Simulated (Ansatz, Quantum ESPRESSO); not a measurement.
## TaN (001), rock salt: biaxial strain and the free axis

A thin film takes the in-plane lattice of its substrate and is free along the normal. How do the free axis and the stress follow the misfit? The strained cell has c along the film normal; unstrained it is a = 3.0932 Å, b = 3.0932 Å, c = 4.3745 Å, α = 90.00°, β = 90.00°, γ = 90.00°, with 4 atoms. The symmetry of the cell is held, so distortions that would lower it, which this phase may prefer, aren't tested.

Calculated with Ansatz 0.2.0, PBEsol, PAW files of the set soft_1, cutoff 600 eV, Fermi–Dirac smearing 0.05 eV, k-mesh 14×14×10, no spin polarisation, no spin-orbit coupling.

Relaxed positions at 0 %:

```
atom       x       y       z
  Ta  0.0000  0.0000  0.0000
  Ta  0.5000  0.5000  0.5000
   N  0.0000  0.0000  0.5000
   N  0.5000  0.5000  0.0000
```

| ε∥ (%) | a (Å) | c (Å) | ε⊥ (%) | σ (GPa, tension positive) |
| --- | --- | --- | --- | --- |
| −3 | 3.0004 | 4.4374 | 1.439 | −30.76 |
| −1 | 3.0623 | 4.3923 | 0.409 | −9.26 |
| 0 | 3.0932 | 4.3725 | −0.044 | −0.32 |
| 1 | 3.1241 | 4.3531 | −0.488 | 7.45 |
| 2 | 3.1551 | 4.3374 | −0.846 | 14.58 |
| 3 | 3.1860 | 4.3255 | −1.119 | 21.14 |

**Question.** Fit both responses and give the free strain and the stress at −2 %, a row left out above.

Least squares with y = y0 + y1 ε + y2 ε² (ε in %) gives ε⊥ = −0.060 + (−0.4306) ε + (0.0240) ε² and σ = −0.42 + (8.598) ε + (−0.493) ε² GPa. The linear terms put the ratio of free to applied strain at −0.431 and the biaxial modulus at 860 GPa. The rows at ±1 % alone give −0.449 and 836 GPa, so higher orders enter the wide fit.

At −2 % the free strain comes out as 0.897 %. The run itself gives 0.894 %, so the estimate misses by 0.003 %; the fitted rows themselves lie up to 0.021 % off the law.

The stress comes out as −19.59 GPa. The run itself gives −19.40 GPa, so the estimate misses by 0.19 GPa; the fitted rows themselves lie up to 0.25 GPa off the law.

For a cubic crystal strained in (001), ε⊥/ε∥ = −R with R = 2C12/C11, the modulus is C11 + C12 − 2C12²/C11 = C11(1 + R/2 − R²/2), so C11 = 766 GPa and C12 = 165 GPa.

The negative ε² term means that the crystal stiffens in compression and softens in tension.

The same fit over all rows at other levels or in other programs gives the strain ratio = −0.430 with PBEsol (Quantum ESPRESSO, GBRV) and −0.416 with LDA (Quantum ESPRESSO, GBRV).

[Logs are printed without paths, hosts, clocks, repeated set-up lines and the standing remarks that a program may print on its own settings, such as how far it seeks lower states.]
